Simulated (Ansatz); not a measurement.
# LiSc (built on the sites of a database entry of ScCu): relaxing the cell for a phonon run

Aim: bring LiSc (built on the sites of a database entry of ScCu) to small forces and stress, as phonons need.

Program: Ansatz 0.2.0. Level of theory: DFT PBEsol, scalar-relativistic, plane waves, PAW. Results are calculated unless marked as measured.

The structure was built from a prototype and need not be the compound's stable phase.

## (1) Starting point

Symmetry: Pm-3m, No. 221, cubic system. The conventional cell has a = 3.231 Å, b = 3.231 Å, c = 3.231 Å, α = 90.00°, β = 90.00°, γ = 90.00°. Sc has 8 Li at 2.80 Å nearest. Li has 8 Sc at 2.80 Å nearest. Farther neighbours are not listed.

## (2) Probe on a coarse mesh

First a cheap look: the gap decides the mesh and the occupations, the pressure tells how far the cell has to move.

File input.yaml:

```yaml
crystal:
  lattice:
    - [3.23133, 0.0, 0.0]
    - [0.0, 3.23133, 0.0]
    - [0.0, 0.0, 3.23133]
  atoms:
    - { symbol: Sc, position: [0.5, 0.5, 0.5] }
    - { symbol: Li, position: [0.0, 0.0, 0.0] }
kpoints:
  mp_grid: { grid: [6, 6, 6] }
hamiltonian:
  xc: pbesol
scf:
  occupations: { method: gaussian, width: 0.1 }
output:
  forces: true
  stress: true
  eigenvalues: true
```

Started as:

```console
ansatz run input.yaml --threads 4 --pin off --max-ram 7168MiB --backend cpu --events-out ev --progress --plain --runs-dir out
```

Numbers of over 12 decimals in the logs are rounded to 6 here.

The log of the run:

```text
Engine: ansatz 0.2.0, aarch64-unknown-linux-gnu
Pseudopotentials: kind: paw
Pseudopotential: Sc, paw, valence charge 11, recommended cutoff 420 eV (normal), Sc.paw.azcp
Pseudopotential: Li, paw, valence charge 3, recommended cutoff 420 eV (normal), Li.paw.azcp
Functional definition: PBEsol
  exchange = pbesol_x
  correlation = pbesol_c
Crystal: 2 atoms, lattice volume = 33.740 Å³
[...]
--- Band table (eV; the first three rows and the last of 20) ---
  k-point 0: bands = [... 3 lower, -19.8871, -19.8871, 3.0802, 7.8182, 7.8182, 11.2174, 11.2174, 11.2174]
  k-point 1: bands = [... 3 lower, -19.8815, -19.8815, 3.4549, 7.8402, 7.9570, 10.6958, 10.6958, 11.2509]
  k-point 2: bands = [... 3 lower, -19.8702, -19.8702, 4.3836, 7.5873, 8.2606, 9.9542, 9.9542, 11.3191]
  k-point 19: bands = [... 3 lower, -20.0724, -20.0724, 6.8821, 6.8821, 6.8821, 12.1146, 12.1146, 13.4087]
[key lines of the parts left out:]
SCF converged after 6 iterations
Free energy (F): -2313.687856 eV
Fermi energy:    7.889679 eV
P = ⅓ Tr σ = 10.5577 GPa (105.577 kbar)
```

Wall time 0.81 s (4 threads of Arm Neoverse V2, shared host); peak memory 0.28 GiB.

This step gave:

```
pressure          : 10.56 GPa
volume per atom   : 16.87 Å³
gap on the k-mesh : 0 eV
```

The coarse mesh shows no gap and a pressure of 10.6 GPa.

## (3) Rough relaxation

A rough relaxation comes first, because large forces or stress need no tight tolerances yet.

input.yaml, as its differences from that of step 2:

```diff
@@ -18 +18,6 @@
   eigenvalues: true
+relax:
+  adjacent_minimum: "off"
+  f_tol: 0.05
+  max_steps: 80
+  cell: { stress_tol: 0.5 }
```

The log of the run:

```text
[...]
Crystal: 2 atoms, lattice volume = 33.740 Å³
Basis set: ecut = 420 eV, 691 PW (Γ), exchange–correlation on 48×48×48 points (8 copies of the dense FFT grid, shifted against one another)
Bands: 11, of which v1, the nominal top of the filled ones, is band 7 counted from 1 (6 counted from 0)
Symmetry: 48 space group operations
[...]
k-points: 20 of 216
[...]
--- Relaxed structure (3 steps of the walk, 3 accepted, 1 SCFs on fresh bases) ---
  F+E_penalty+E_count = -2313.89507565 eV   max|allowed force component| = 5.797e-30 eV/Å   (the final SCF, on the basis selected at the relaxed cell)
  cell:  # Å, volume = 40.6007 Å³
    - [3.436987, 0, 0]
    - [0, 3.436987, 0]
    - [0, 0.0, 3.436987]
  atoms:
    - { symbol: Sc, position: [0.5, 0.5, 0.5] }
    - { symbol: Li, position: [0, 0, 0] }
[key lines of the parts left out:]
SCF converged after 4 iterations
Free energy (F): -2313.895076 eV
Fermi energy:    6.225427 eV
P = ⅓ Tr σ = 0.4535 GPa (4.535 kbar)
```

The job ended after 1.1 s (4 threads; peak memory 0.3 GiB; 3.1 s of CPU time).

Relaxation path:

```tsv
step	energy less that of the first step (eV)	largest force component (eV/Å)	pressure (GPa)	volume (Å³)
1	0.0000	0.0000	10.56	33.74
2	-0.1931	0.0000	2.25	38.92
3	-0.2069	0.0000	0.45	40.60
4*	-0.2072	0.0000	0.45	40.60
```

Relaxation steps marked * repeat the geometry before them on a plane-wave basis chosen anew for their cell, so energy and pressure can jump there.

The run keeps the 48 symmetry operations that it works with, so distortions that break them were not tested.

```tsv
conventional cell, symmetrised	before	after	change
a (Å)	3.231	3.437	+6.4 %
b (Å)	3.231	3.437	+6.4 %
c (Å)	3.231	3.437	+6.4 %
volume (Å³/atom)	16.87	20.30	+20.3 %
```

The relaxed structure:

```cif
data_structure
_symmetry_space_group_name_H-M 'P 1'
_symmetry_Int_Tables_number 1
_cell_length_a 3.4370
_cell_length_b 3.4370
_cell_length_c 3.4370
_cell_angle_alpha 90.000
_cell_angle_beta 90.000
_cell_angle_gamma 90.000
_cell_volume 40.60
loop_
_atom_site_label
_atom_site_type_symbol
_atom_site_fract_x
_atom_site_fract_y
_atom_site_fract_z
_atom_site_occupancy
Sc1 Sc 0.50000 0.50000 0.50000 1
Li2 Li 0.00000 0.00000 0.00000 1
```

This step gave:

| Quantity | Value |
| --- | --- |
| pressure | 0.4535 GPa |
| volume per atom | 20.30 Å³ |

In this step the volume went from 16.87 to 20.30 Å³/atom.

## (4) Bringing the structure to rest

The cell and atoms are relaxed, since residual forces and stress would shift the frequencies.

input.yaml, the sections that differ from step 3:

```yaml
crystal:
  lattice:
    - [3.4369873525, 0.0, 0.0]
    - [0.0, 3.4369873525, 0.0]
    - [0.0, 0.0, 3.4369873525]
  atoms:
    - { symbol: Sc, position: [0.5, 0.5, 0.5] }
    - { symbol: Li, position: [0.0, 0.0, 0.0] }
kpoints:
  mp_grid: { grid: [10, 10, 10] }
relax:
  adjacent_minimum: "off"
  f_tol: 0.005
  max_steps: 80
  cell: { stress_tol: 0.05 }
# hamiltonian, scf, output: as in step 3
```

The log of the run:

```text
[...]
Crystal: 2 atoms, lattice volume = 40.601 Å³
Basis set: ecut = 420 eV, 751 PW (Γ), exchange–correlation on 48×48×48 points (8 copies of the dense FFT grid, shifted against one another)
Bands: 11, of which v1, the nominal top of the filled ones, is band 7 counted from 1 (6 counted from 0)
[... 1 set-up line as in the run before ...]
[...]
k-points: 56 of 1000
[...]
SCF iter   1: F=—  HF=-2313.911915 eV  |F-HF|=—  |Δ(HF+E_count)|=         —  Δρ=3.94e-3  dr2=6.56e-3  ethr=1.77e-3  ⟨swp⟩=4.1  Hψ=2990  notcnv=0
[...]
SCF iter   6: F=-2313.908975 eV  HF=-2313.908975 eV  |F-HF|=1.55e-11  |Δ(HF+E_count)|=   6.38e-9  Δρ=2.04e-6  dr2=1.45e-9  ethr=7.14e-10  ⟨swp⟩=4.1  Hψ=2527  notcnv=0
SCF 1 converged in 6 iterations: F = -2313.908975 eV  dr2 = 1.45e-9
[...]
relax step   1: F+E_penalty+E_count = -2313.90897507 eV  Δ(F+E_penalty+E_count) = +0.000e0 eV  max|allowed force component| = 2.165e-30 eV/Å  Δτ_max = 0.0000 Å  P = +0.479 GPa  Ω = 40.601 Å³  (6 SCF iters, dr2 threshold 1.00e-7 eV, accepted)
Crystal: 2 atoms, lattice volume = 41.313 Å³
Basis set: ecut = 420 eV, 799 PW (Γ), exchange–correlation on 48×48×48 points (8 copies of the dense FFT grid, shifted against one another)
[...]
SCF iter   4: F=-2313.909575 eV  HF=-2313.909575 eV  |F-HF|=1.24e-8  |Δ(HF+E_count)|=   2.32e-7  Δρ=8.42e-6  dr2=2.39e-8  ethr=1.43e-9  ⟨swp⟩=2.2  Hψ=2181  notcnv=0
SCF 2 converged in 4 iterations: F = -2313.909575 eV  dr2 = 2.39e-8
relax step   2: F+E_penalty+E_count = -2313.90957515 eV  Δ(F+E_penalty+E_count) = -6.001e-4 eV  max|allowed force component| = 3.153e-30 eV/Å  Δτ_max = 0.0000 Å  P = -0.183 GPa  Ω = 41.313 Å³  energy of the carried Pulay correction = -3.784e-5 eV  (4 SCF iters, dr2 threshold 2.00e-7 eV, accepted)
Crystal: 2 atoms, lattice volume = 41.113 Å³
[...]
SCF iter   4: F=-2313.909702 eV  HF=-2313.909702 eV  |F-HF|=6.28e-10  |Δ(HF+E_count)|=   6.83e-9  Δρ=2.17e-6  dr2=1.70e-9  ethr=6.01e-10  ⟨swp⟩=4.1  Hψ=2506  notcnv=0
SCF 3 converged in 4 iterations: F = -2313.909702 eV  dr2 = 1.70e-9
relax step   3: F+E_penalty+E_count = -2313.90970219 eV  Δ(F+E_penalty+E_count) = -1.270e-4 eV  max|allowed force component| = 4.735e-30 eV/Å  Δτ_max = 0.0000 Å  P = -0.003 GPa  Ω = 41.113 Å³  energy of the carried Pulay correction = -2.734e-5 eV  (4 SCF iters, dr2 threshold 8.41e-8 eV, accepted)
[...]
SCF iter   4: F=-2313.909730 eV  HF=-2313.909730 eV  |F-HF|=4.91e-11  |Δ(HF+E_count)|=  8.51e-10  Δρ=3.36e-7  dr2=1.60e-11  ethr=1.00e-12  ⟨swp⟩=3.3  Hψ=2675  notcnv=0
SCF 4 converged in 4 iterations: F = -2313.909730 eV  dr2 = 1.60e-11
relax step   4: F+E_penalty+E_count = -2313.90973013 eV  Δ(F+E_penalty+E_count) = -2.794e-5 eV  max|allowed force component| = 3.188e-30 eV/Å  Δτ_max = 0.0000 Å  P = -0.003 GPa  Ω = 41.113 Å³  stress off target by 3.48e-3 GPa  SCF on the basis re-selected at this cell (its energy is not comparable with the rows above)  (4 SCF iters)
[...]
SCF converged after 4 iterations
Free energy (F): -2313.909730 eV
[...]
Internal energy: -2313.893105 eV  (E = F + TS)
E sigma→0 (E₀):  -2313.901417 eV
Entropy (-TS):   -0.016625 eV (-8.313 meV/atom)
Fermi energy:    6.121819 eV
[...]
--- Stress (GPa, compression-positive) ---
       -0.003478      -0.000000       0.000000
       -0.000000      -0.003478       0.000000
        0.000000       0.000000      -0.003478
  P = ⅓ Tr σ = -0.0035 GPa (-0.035 kbar)
--- Band table (eV; the first three rows and the last of 56) ---
  k-point 0: bands = [... 3 lower, -22.2359, -22.2359, 1.5387, 6.1062, 6.1062, 8.7183, 8.7183, 8.7183]
  k-point 1: bands = [... 3 lower, -22.2349, -22.2349, 1.6612, 6.1069, 6.1469, 8.5623, 8.5623, 8.7277]
  k-point 2: bands = [... 3 lower, -22.2322, -22.2322, 2.0133, 6.0580, 6.2568, 8.2201, 8.2201, 8.7525]
  k-point 55: bands = [... 3 lower, -22.3306, -22.3306, 5.3850, 5.3850, 5.3850, 9.4039, 9.4039, 10.5256]
--- Relaxed structure (3 steps of the walk, 3 accepted, 1 SCFs on fresh bases) ---
[...]
cell:  # Å, volume = 41.1132 Å³
    - [3.451389, 0, 0]
    - [0, 3.451389, 0.0]
    - [0, 0.0, 3.451389]
  atoms:
    - { symbol: Sc, position: [0.5, 0.5, 0.5] }
    - { symbol: Li, position: [0, 0, 0] }
```

Elapsed: 1.9 s, on 4 threads; peak memory 0.33 GiB; 6.4 s of CPU time.

Step by step:

```tsv
step	energy less that of the first step (eV)	largest force component (eV/Å)	pressure (GPa)	volume (Å³)
1	0.0000	0.0000	0.48	40.60
2	-0.0006	0.0000	-0.18	41.31
3	-0.0007	0.0000	0.00	41.11
4*	-0.0008	0.0000	0.00	41.11
```

Relaxation steps marked * repeat the geometry before them on a plane-wave basis chosen anew for their cell, so energy and pressure can jump there.

Forces are held to the 48 operations that the run works with; a distortion that breaks them can't arise in this run.

```tsv
conventional cell, symmetrised	before	after	change
a (Å)	3.437	3.451	+0.4 %
b (Å)	3.437	3.451	+0.4 %
c (Å)	3.437	3.451	+0.4 %
volume (Å³/atom)	20.30	20.56	+1.3 %
```

Final coordinates:

```
Sc Li
1.0
     3.45139    0.00000    0.00000
     0.00000    3.45139    0.00000
     0.00000    0.00000    3.45139
Sc Li
1 1
Direct
  0.50000 0.50000 0.50000
  0.00000 0.00000 0.00000
```

This step gave:

| Quantity | Value |
| --- | --- |
| pressure | -0.003478 GPa |
| volume per atom | 20.56 Å³ |

In this step the volume went from 20.30 to 20.56 Å³/atom.

## (5) Relaxing to small forces for the phonons

Phonons need a cell at rest on their own settings, so the relaxation is repeated with tight tolerances on forces and stress on the k mesh and occupations of the first response run.

File input.yaml:

```yaml
crystal:
  lattice:
    - [3.4513889793, 0.0, 0.0]
    - [0.0, 3.4513889793, 0.0]
    - [0.0, 0.0, 3.4513889793]
  atoms:
    - { symbol: Sc, position: [0.5, 0.5, 0.5] }
    - { symbol: Li, position: [0.0, 0.0, 0.0] }
kpoints:
  mp_grid: { grid: [12, 12, 12] }
hamiltonian:
  xc: pbesol
scf:
  occupations: { method: methfessel_paxton, width: 0.15 }
output:
  forces: true
  stress: true
  eigenvalues: true
relax:
  adjacent_minimum: "off"
  f_tol: 0.001
  max_steps: 60
  cell: { stress_tol: 0.01 }
```

The log of the run:

```text
[...]
Crystal: 2 atoms, lattice volume = 41.113 Å³
Basis set: ecut = 420 eV, 799 PW (Γ), exchange–correlation on 48×48×48 points (8 copies of the dense FFT grid, shifted against one another)
Bands: 11, of which v1, the nominal top of the filled ones, is band 7 counted from 1 (6 counted from 0)
[... 1 set-up line as in the run before ...]
[...]
k-points: 84 of 1728
[...]
k-point 83: bands = [... 3 lower, -22.3314, -22.3314, 5.3863, 5.3863, 5.3863, 9.4050, 9.4050, 10.5309]
--- Relaxed structure (2 steps of the walk, 2 accepted, 1 SCFs on fresh bases) ---
[...]
cell:  # Å, volume = 41.0934 Å³
    - [3.450835, 0, 0]
    - [0, 3.450835, 0.0]
    - [0, 0.0, 3.450835]
  atoms:
    - { symbol: Sc, position: [0.500000, 0.500000, 0.500000] }
    - { symbol: Li, position: [0, 0, 0] }
[key lines of the parts left out:]
SCF converged after 5 iterations
Free energy (F): -2313.903174 eV
Fermi energy:    6.120574 eV
P = ⅓ Tr σ = 0.0049 GPa (0.049 kbar)
```

Elapsed: 2 s, on 4 threads; peak memory 0.36 GiB.

Little changed from the start: no atom moved by 0.005 Å and no cell edge by 0.1 %.

This step gave:

* pressure: 0.004894 GPa
* volume per atom: 20.55 Å³

The forces vanish by symmetry and the pressure is 0.005 GPa, within the tolerances set. The cell now holds 20.55 Å³/atom.

## (6) Results

- space group after relaxation (within 0.01 Å): Pm-3m
- lattice constant a: 3.451 Å
- lattice constant b: 3.451 Å
- lattice constant c: 3.451 Å
- volume per atom: 20.5 Å³

What this shows: The forces vanish by symmetry and the pressure is 0.005 GPa, within the tolerances set. The cell now holds 20.55 Å³/atom. The relaxation keeps the symmetry of its start, so it says nothing on stability against lower symmetry. The starting cell was built on a prototype and not taken from a measurement, so the phase need not exist.

[Logs are printed without paths, hosts, clocks, repeated set-up lines and the standing remarks that a program may print on its own settings, such as how far it seeks lower states.]

[Hosts, paths, dates, database ids (printed as entryN), source tags and the programs' standing remarks are cut or masked in the printed files.]
